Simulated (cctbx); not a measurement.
## Accept or mend?

Cell a = 6.2910 Å, b = 6.2910 Å, c = 10.0130 Å, α = 90.00°, β = 90.00°, γ = 120.00°; space group P6_3/mmc (no. 194).

The data are simulated with cctbx, not measured: Cu Kα, λ = 1.54184 Å, to d = 0.83 Å, 70 % of the full sphere, strongest reflection 40000 counts, noise from counting, a 4 % proportional error and a noise floor of 15 counts (s.d.); no absorption, and some extinction, which the refinements don't model.

An anisotropic refinement with weights 1/σ² prints:

```text
Rint 0.033, 146 unique reflections to 0.83 A
cycle     R1     wR2    GooF  max shift (A)
   1  0.4723  0.8209  49.995   0.00913
   4  0.2083  0.4748  28.914   0.00043
final R1 0.2081 wR2 0.4748 GooF 28.913  parameters 9  data/parameter 16.2
atom        x        y        z      Ueq    occ   su(xyz)  su(Uiso or U11)
Ca1    0.66667  0.33333  0.05903  -0.0066  1.000  0.00055  0.0035  NPD
Si1    0.00000  0.00000  0.50000   0.0445  1.000  0.00000  0.0109
Mg1    0.16666  0.83334  0.25000   0.0477  1.000  0.00226  0.0116
difference map: max 13.82 min -2.55 rms 0.95
Q1    0.3333  0.6667  0.5634    4   14.33  0.04 A from Ca1
Q2    0.0000  0.0000  0.0000    2    4.24  0.00 A from Si1
Q3    0.1653  0.3307  0.2500    6    2.06  0.01 A from Mg1
Q4    0.1111  0.2222  0.5157   12    0.72  1.22 A from Si1
Q5    0.1881  0.3763  0.5326   12    0.68  1.60 A from Ca1
Q6    0.2473  0.6236  0.7073   12    0.61  1.56 A from Ca1
```

**Question.** Can this result stand? If not, what is the likely fault?

Mend it. The fault: wrong element: Ca1 is Sr. Against the right model at the same level, R1 goes from 0.0086 to 0.2081 and GooF from 1.09 to 28.91, U of Ca1 shrinks from 0.0174 to -0.0066 Å², the top difference peak, 14.3 e/Å³, lies on Ca1 and Ca1 goes non-positive-definite. Ca1 has 18 electrons too few and its U shrinks to make up, as expected.

The compound is Sr2Mg3Si. The right model at the same level gives:

```text
Rint 0.033, 146 unique reflections to 0.83 A
cycle     R1     wR2    GooF  max shift (A)
   1  0.0422  0.1231   7.500   0.00050
   2  0.0086  0.0179   1.093   0.00000
final R1 0.0086 wR2 0.0179 GooF 1.093  parameters 9  data/parameter 16.2
atom        x        y        z      Ueq    occ   su(xyz)  su(Uiso or U11)
Sr1    0.66667  0.33333  0.05930   0.0174  1.000  0.00002  0.0001
Si1    0.00000  0.00000  0.50000   0.0173  1.000  0.00000  0.0002
Mg1    0.16737  0.83263  0.25000   0.0236  1.000  0.00006  0.0003
difference map: max 0.18 min -0.29 rms 0.06
Q1    0.2086  0.6043  0.7500    6    0.19  2.03 A from Sr1
Q2    0.2661  0.5322  0.0944   12    0.17  1.70 A from Sr1
Q3    0.1128  0.3932  0.7500   12    0.16  1.62 A from Mg1
Q4    0.0826  0.1653  0.2500    6    0.16  0.92 A from Mg1
Q5    0.2005  0.4010  0.5505   12    0.15  1.45 A from Sr1
Q6    0.0530  0.4230  0.2500   12    0.15  1.11 A from Mg1
```

This is a model crystal, built by substitution and not relaxed, with assumed displacement parameters.

[Middle refinement cycles are left out of these outputs.]

[Logs are printed without paths, hosts, clocks, repeated set-up lines and the standing remarks that a program may print on its own settings, such as how far it seeks lower states.]
